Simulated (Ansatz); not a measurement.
# Be chain started as a dimerised line: one chain at several levels of theory, part 4 of 4

Wanted: the relaxed geometry and the open channels of the Be chain started as a dimerised line, by several methods.

Ansatz 0.2.0; DFT PBE, plane waves, PAW; relaxation of a chain's period (the session's first sound run).

So far. Step 11 (Relaxing the period, cutoff 1800 eV): The cell's length comes to 4.311 Å, +0.1 % against the first run, with no moment. The two atoms stand evenly on a line, so the true period is half of it. That is +18 % against the start, more than a small adjustment. Step 12 (The relaxed wire): The cell's length comes to 4.311 Å, +0.1 % against the first run, with spin left out. The two atoms stand evenly on a line, so the true period is half of it. That is +18 % against the start, more than a small adjustment.

## Step 14: With spin-orbit coupling

This step: DFT PBE, plane waves, fully relativistic PAW; channels of a perfect chain with spin-orbit coupling (Ansatz 0.2.0).

Spin-orbit coupling mixes the spins and splits bands that cross or touch without it, so it can open or close channels. Fully relativistic datasets take the place of the scalar ones. The window is narrow, since spinor matrices are twice as large.

input.yaml

```yaml
crystal:
  lattice:
    - [7.5, 0.0, 0.0]
    - [0.0, 7.5, 0.0]
    - [0.0, 0.0, 4.3086495418]
  atoms:
    - { symbol: Be, position: [0.5, 0.5, 0.974998904] }
    - { symbol: Be, position: [0.5, 0.5, 0.475001096] }
kpoints:
  mp_grid: { grid: [1, 1, 19] }
  band_path: { path: ["Γ", Z], npoints: 60 }
scf:
  occupations: { method: fermi_dirac, width: 0.05 }
hamiltonian:
  xc: pbe
  pseudopotentials: { kind: paw_fr }
output:
  transmission:
    e_range: [-0.42, 0.42]
    de: 0.035
    kmesh: [1, 1]
    reduced_basis: false
    leads: [[0, 0]]
magnetization:
  noncollinear: true
  spin_orbit: true
```

Command:

```bash
$ ansatz run input.yaml --threads 4 --pin off --max-ram 8192MiB --backend cpu --events-out ev --progress --plain --runs-dir out
```

Numbers of over 12 decimals in the logs are rounded to 6 here.

The program printed:

```text
[...]
non-collinear run that drives no moment, with spin-orbit: no starting moment large enough to seed its density (crystal.atoms[].spin), no starting occupations that ask for one, no magnetisation constraint and no magnetic field, so the semilocal B_xc is pinned to zero
Crystal: 2 atoms, lattice volume = 242.362 Å³
Basis set: ecut = 420 eV, 4695 PW (Γ)
Bands: 12, of which v1, the nominal top of the filled ones, is band 4 counted from 1 (3 counted from 0)
Symmetry: 32 space group operations + 32 with time reversal
[...]
k-points: 10 of 19
Projection manifold: j_resolved (fully-relativistic pseudo-atomic orbitals)
[...]
SCF iter   1: F=—  HF=-181.376985 eV  |F-HF|=—  |Δ(HF+E_count)|=         —  Δρ=2.41e-2  dr2=2.07e0  dr2_m=0.00e0 (ungated)  ethr=3.10e-3  |M|=0.00e0 ∫|m|=0.00e0 μB  |m|>n=0.0e0 m-floor=0.0e0 τ_xc=0.0e0  β_m=0.30  ⟨swp⟩=7.9  Hψ=478  notcnv=0
[...]
SCF iter   8: F=-180.770096 eV  HF=-180.770096 eV  |F-HF|=8.65e-11  |Δ(HF+E_count)|=   8.70e-9  Δρ=2.10e-7  dr2=1.06e-10  dr2_m=0.00e0 (ungated)  ethr=8.52e-10  |M|=0.00e0 ∫|m|=0.00e0 μB  |m|>n=0.0e0 m-floor=0.0e0 τ_xc=0.0e0  ⟨swp⟩=1.0  Hψ=163  notcnv=0
SCF 1 converged in 8 iterations: F = -180.770096 eV  dr2 = 1.06e-10
[...]
transmission: 6 of 6 steps passed
Second SCF, for the conductance: iteration 1, dr2 3.345e-5 eV
Second SCF, for the conductance: iteration 2, dr2 1.130e-5 eV
Second SCF, for the conductance: iteration 3, dr2 5.787e-8 eV
transmission: 6 of 6 steps passed
SCF converged after 8 iterations
Magnetization: |M| = 0.0000 μB,  M = (+0.0000, +0.0000, +0.0000) μB
Absolute magnetization: 0.0000 μB (∫|m|)
  site 0: m = (+0.0000, +0.0000, +0.0000) μB, |m| = 0.0000 μB  (R = 0.89 Å)
  site 1: m = (+0.0000, +0.0000, +0.0000) μB, |m| = 0.0000 μB  (R = 0.89 Å)
Free energy (F): -180.770096 eV
[...]
Internal energy: -180.766850 eV  (E = F + TS)
E sigma→0 (E₀):  -180.768473 eV
Entropy (-TS):   -0.003246 eV (-1.623 meV/atom)
Fermi energy:    -2.366470 eV
[...]
--- Band table (eV; the first three rows and the last of 10) ---
  k-point 0: bands = [-6.3544, -6.3544, -2.5350, -2.5350, -2.1391, -2.1391, -2.1386, -2.1386, ... 4 higher]
  k-point 1: bands = [-6.3385, -6.3385, -2.5911, -2.5911, -2.1174, -2.1174, -2.1169, -2.1169, ... 4 higher]
  k-point 2: bands = [-6.2907, -6.2907, -2.7490, -2.7490, -2.0522, -2.0522, -2.0517, -2.0517, ... 4 higher]
  k-point 9: bands = [-5.1102, -5.1102, -4.8345, -4.8345, -0.3897, -0.3897, -0.3891, -0.3891, ... 4 higher]
--- Transmission ---
  basis      : 497 plane waves across, 6 finite elements along
  points     : 1, standing for a mesh of 1 x 1
[...]
crystal 0  : Be2, at the sites [0, 0], period 4.3086 Å: whole cells are its period
[...]
filled         : 0.1 meV over the level at which it is neutral
    channels       : 0.000000e0 of both spins
[...]
slowest decay  : 0.1331 /Å at (0.0000, 0.0000)
```

Run time: 17 min. Hardware: 4 threads of Arm Neoverse V2, shared host; peak memory 5.9 GiB; 62 min of CPU time.

This step gave:

```yaml
energy_at_zero_smearing: -180.7685 eV
conductance_of_the_lead_as_this_run_defines_it: 0.001467 G₀
slowest_decay_in_the_lead_at_the_energy_nearest_the_fermi_level: 0.1331 Å⁻¹
channels_at_the_energy_nearest_the_fermi_level_both_spins: 0
band_gap: 0.3959 eV
```

The open channels of the lead, both spins by energy, zero at the Fermi level:

```
energy (eV)  open channels of the lead, both spins
     -0.420                                      2
     -0.385                                      2
     -0.350                                      2
     -0.315                                      2
     -0.280                                      2
     -0.245                                      2
     -0.210                                      2
     -0.175                                      0
     -0.140                                      0
     -0.105                                      0
     -0.070                                      0
     -0.035                                      0
      0.000                                      0
      0.035                                      0
      0.070                                      0
      0.105                                      0
      0.140                                      0
      0.175                                      0
      0.210                                      0
      0.245                                      4
      0.280                                      4
      0.315                                      4
      0.350                                      4
      0.385                                      4
      0.420                                      4
```

The slowest values at each energy, most degenerate partners merged, listed up to 1.5 1/Å. Table of Im kz of the slowest decaying states by energy, zero at the Fermi level:

```
energy (eV)  decay 1 (Å⁻¹)  decay 2 (Å⁻¹)  decay 3 (Å⁻¹)  decay 4 (Å⁻¹)
     -0.420          0.413          0.413          0.911           1.07
     -0.385          0.401          0.402          0.905           1.06
     -0.350          0.389          0.390          0.900           1.06
     -0.280          0.364          0.365          0.889           1.05
     -0.245          0.351          0.351          0.884           1.05
     -0.210          0.337          0.338          0.878           1.04
     -0.175         0.0254          0.323          0.323          0.873
     -0.140         0.0649          0.308          0.308          0.867
     -0.070          0.105          0.276          0.276          0.856
     -0.035          0.120          0.258          0.258          0.850
      0.000          0.133          0.239          0.239          0.845
      0.035          0.145          0.218          0.219          0.839
      0.070          0.155          0.195          0.196          0.833
      0.140          0.139          0.139          0.174          0.821
      0.175         0.0987         0.0994          0.182          0.815
      0.210         0.0161         0.0199          0.189          0.809
      0.245          0.197          0.803          0.984           1.19
      0.280          0.203          0.797          0.979           1.18
      0.350          0.216          0.785          0.970           1.18
      0.385          0.222          0.779          0.965           1.17
      0.420          0.227          0.773          0.960           1.17
```

The electronic bands at the labelled points (eV, zero at the Fermi level; v1 is the highest filled band, c1 the lowest empty one):

```
  point     v4     v3     v2     v1    c1    c2    c3    c4
      Γ  -3.99  -3.99  -0.17  -0.17  0.23  0.23  0.23  0.23
halfway  -3.63  -3.63  -1.14  -1.14  0.72  0.72  0.72  0.72
      Z  -2.61  -2.61  -2.61  -2.61  2.17  2.17  2.17  2.17
```

The electronic bands as a text plot (rows in eV, shown from -4.0 to 2.2 only):

```
    2.0 |                                                    ++++
    1.8 |                                                ++++
    1.5 |                                           +++++
    1.3 |                                       ++++
    1.0 |                                +++++++
    0.8 |                          ++++++
    0.5 |               +++++++++++
    0.2 |+++++++++++++++
    0.0 |
   -0.3 |************
   -0.5 |            ******
   -0.8 |                  ******
   -1.0 |                        ****
   -1.3 |                            *****
   -1.5 |                                 *****
   -1.8 |                                      ****
   -2.1 |                                          *****
   -2.3 |                                               ******
   -2.6 |                                                     ***
   -2.8 |                                                ******
   -3.1 |                                          ******
   -3.3 |                                  ********
   -3.6 |                        **********
   -3.9 |************************
         Γ                                                      Z
```

At the computed energy nearest the Fermi level there are 0 spinor channels, and the thermal average gives 0.00147 G₀; the gap is 0.40 eV.

## Step 15: A repeat with changed settings: hamiltonian.xc = "lda"

This step: DFT LDA, plane waves, PAW; channels and complex bands of a perfect chain; changed: hamiltonian.xc = "lda" (Ansatz 0.2.0).

The atoms of the run on the perfect lead (PBE) are kept and the input is varied, to see whether the result depends on it. The ELF is not written this time.

input.yaml, the sections that differ from step 14:

```yaml
hamiltonian:
  xc: lda
output:
  transmission:
    e_range: [-2, 2]
    de: 0.035
    kmesh: [1, 1]
    reduced_basis: true
    leads: [[0, 0]]
  dos: { projected: true, e_range: [-6, 4] }
  write_potential: true
  write_density: true
  volumetric_format: npy
# crystal, kpoints, scf: as in step 14
# magnetization: removed
```

The program printed:

```text
[...]
Crystal: 2 atoms, lattice volume = 242.362 Å³
Basis set: ecut = 420 eV, 4695 PW (Γ)
Bands: 6, of which v1, the nominal top of the filled ones, is band 2 counted from 1 (1 counted from 0)
Symmetry: 32 space group operations
[...]
k-points: 10 of 19
[...]
SCF iter   1: F=—  HF=-171.057575 eV  |F-HF|=—  |Δ(HF+E_count)|=         —  Δρ=4.24e-3  dr2=6.96e-2  ethr=1.77e-3  ⟨swp⟩=6.4  Hψ=613  notcnv=0
[...]
SCF iter   6: F=-171.042934 eV  HF=-171.042934 eV  |F-HF|=4.11e-11  |Δ(HF+E_count)|=   1.02e-8  Δρ=2.14e-7  dr2=1.58e-10  ethr=8.60e-11  ⟨swp⟩=1.9  Hψ=232  notcnv=0
SCF 1 converged in 6 iterations: F = -171.042934 eV  dr2 = 1.58e-10
[...]
transmission: 6 of 36 steps passed
transmission: 12 of 36 steps passed
[...]
transmission: 36 of 36 steps passed
Second SCF, for the conductance: iteration 1, dr2 1.726e-4 eV
Second SCF, for the conductance: iteration 2, dr2 1.369e-5 eV
Second SCF, for the conductance: iteration 3, dr2 1.638e-7 eV
Second SCF, for the conductance: iteration 4, dr2 4.436e-10 eV
transmission: 6 of 36 steps passed
transmission: 12 of 36 steps passed
[...]
transmission: 36 of 36 steps passed
SCF converged after 6 iterations
Free energy (F): -171.042934 eV
[...]
Internal energy: -171.036536 eV  (E = F + TS)
E sigma→0 (E₀):  -171.039735 eV
Entropy (-TS):   -0.006398 eV (-3.199 meV/atom)
Fermi energy:    -2.518595 eV
[...]
--- Band table (eV; the first three rows and the last of 10) ---
[...]
--- Transmission ---
  basis      : 497 plane waves across, 6 finite elements along
  points     : 1, standing for a mesh of 1 x 1
[...]
crystal 0  : Be2, at the sites [0, 0], period 4.3086 Å: whole cells are its period
[...]
filled         : 0.1 meV over the level at which it is neutral
    channels       : 0.000000e0 a spin
[...]
slowest decay  : 0.1144 /Å at (0.0000, 0.0000)
```

Elapsed: 17 s, on 4 threads; peak memory 0.42 GiB.

This step gave:

```yaml
energy_at_zero_smearing: -171.0397 eV
conductance_of_the_lead_as_this_run_defines_it: 0.008655 G₀
slowest_decay_in_the_lead_at_the_energy_nearest_the_fermi_level: 0.1144 Å⁻¹
band_gap: 0.3099 eV
```

Open channels of the lead, one spin against energy, zero at the Fermi level:

```
energy (eV)  open channels of the lead, one spin
     -2.000                                    1
     -1.895                                    1
     -1.790                                    1
     -1.685                                    1
     -1.615                                    1
     -1.510                                    1
     -1.405                                    1
     -1.300                                    1
     -1.195                                    1
     -1.090                                    1
     -0.985                                    1
     -0.915                                    1
     -0.810                                    1
     -0.705                                    1
     -0.600                                    1
     -0.495                                    1
     -0.390                                    1
     -0.285                                    1
     -0.215                                    1
     -0.110                                    0
     -0.005                                    0
      0.100                                    0
      0.205                                    2
      0.310                                    2
      0.415                                    2
      0.485                                    2
      0.590                                    2
      0.695                                    2
      0.800                                    2
      0.905                                    2
      1.010                                    2
      1.115                                    2
      1.185                                    2
      1.290                                    2
      1.395                                    2
      1.500                                    2
      1.605                                    2
      1.710                                    2
      1.815                                    2
      1.885                                    2
```

It took 17 s against 22 s for the run it varies, and the conductance is 0.00866 G₀ against 0.00147 G₀.

The two runs compared:

```
                                           quantity   this run  the run it varies  difference
conductance of the lead as this run defines it (G₀)  0.0086552          0.0014663     0.00719
```

The two runs differ clearly in the conductance of the lead as this run defines it: 0.00866 G₀ against 0.00147 G₀.

## Step 16: A varied input

This step: DFT PBE, plane waves, PAW; channels and complex bands of a perfect chain; changed: hamiltonian.pseudopotentials = {"kind": "nc", "accuracy": "standard"}, crystal.symmetry = {"detect": false} (Ansatz 0.2.0).

The atoms of the run on the perfect lead (PBE) are kept and the input is varied, to see whether the result depends on it. The ELF is not written this time.

Changes to input.yaml since step 15:

```diff
@@ -8,2 +8,3 @@
     - { symbol: Be, position: [0.5, 0.5, 0.475001096] }
+  symmetry: { detect: false }
 kpoints:
@@ -14,3 +15,4 @@
 hamiltonian:
-  xc: lda
+  xc: pbe
+  pseudopotentials: { kind: nc, accuracy: standard }
 output:
```

The program printed:

```text
[...]
Crystal: 2 atoms, lattice volume = 242.362 Å³
Basis set: ecut = 1197.300995 eV, 22741 PW (Γ)
Bands: 8, of which v1, the nominal top of the filled ones, is band 4 counted from 1 (3 counted from 0)
Symmetry: 1 space group operations
k-points: 10 of 19 (time reversal used)
[...]
--- Band table (eV; the first three rows and the last of 10) ---
[...]
--- Transmission ---
  basis      : 1405 plane waves across, 9 finite elements along
  points     : 1, standing for a mesh of 1 x 1
[...]
crystal 0  : Be2, at the sites [0, 0], period 4.3086 Å: whole cells are its period
[...]
filled         : 0.1 meV over the level at which it is neutral
    channels       : 0.000000e0 a spin
[...]
slowest decay  : 0.1258 /Å at (0.0000, 0.0000)
[key lines of the parts left out:]
SCF converged after 7 iterations
Free energy (F): -754.694198 eV
Fermi energy:    -2.323849 eV
```

Run time: 76 s. Hardware: 4 threads; peak memory 0.9 GiB.

This step gave:

| Property | Result |
| --- | --- |
| energy at zero smearing | -754.6922 eV |
| conductance of the lead as this run defines it | 0.002449 G₀ |
| slowest decay in the lead at the energy nearest the Fermi level | 0.1258 Å⁻¹ |
| band gap | 0.3708 eV |

It took 76 s against 22 s for the run it varies, and the conductance is 0.00245 G₀ against 0.00147 G₀.

The two runs compared:

```
                                           quantity   this run  the run it varies  difference
conductance of the lead as this run defines it (G₀)  0.0024492          0.0014663      9.8e-4
```

The two runs differ clearly in the conductance of the lead as this run defines it: 0.00245 G₀ against 0.00147 G₀.

## Step 17: Results

| Item | Value |
| --- | --- |
| cell length, PBE | 4.309 Å |
| cell length, LDA | 4.274 Å |
| cell length, r2SCAN | 4.325 Å |
| cell length, RPBE | 4.335 Å |
| cell length, PBE, NC files | 4.311 Å |
| cell length, PBE, no spin | 4.311 Å |
| conductance, PBE | 0.00147 G₀ |
| gap, PBE | 0.396 eV |
| conductance, LDA | 0.0146 G₀ |
| gap, LDA | 0.285 eV |
| conductance, r2SCAN | 1.2e-5 G₀ |
| gap, r2SCAN | 0.642 eV |
| conductance, RPBE | 5.3e-4 G₀ |
| gap, RPBE | 0.447 eV |
| conductance, with spin-orbit coupling | 0.00147 G₀ |
| gap, with spin-orbit coupling | 0.396 eV |

What this shows: Under PBE the cell's length is 4.31 Å, no moment survives, and a gap of 0.40 eV makes it a semiconductor. The cell's length spans 1.4 % over the functionals, shortest under LDA and longest under RPBE. At the relaxed period the wire is gapped under every functional, from 0.29 eV (LDA) to 0.64 eV (r2SCAN). Weak screening in one dimension makes quasiparticle gaps larger than the semilocal gaps, as a rule. At the relaxed period it is a straight line with bonds of 2.15 Å, as the straight start enforces by symmetry. Transport is coherent and elastic here: the atoms are frozen, so scattering by vibrations plays no part.

[Logs are printed without paths, hosts, clocks, repeated set-up lines and the standing remarks that a program may print on its own settings, such as how far it seeks lower states.]

[Hosts, paths, dates, database ids (printed as entryN), source tags and the programs' standing remarks are cut or masked in the printed files.]
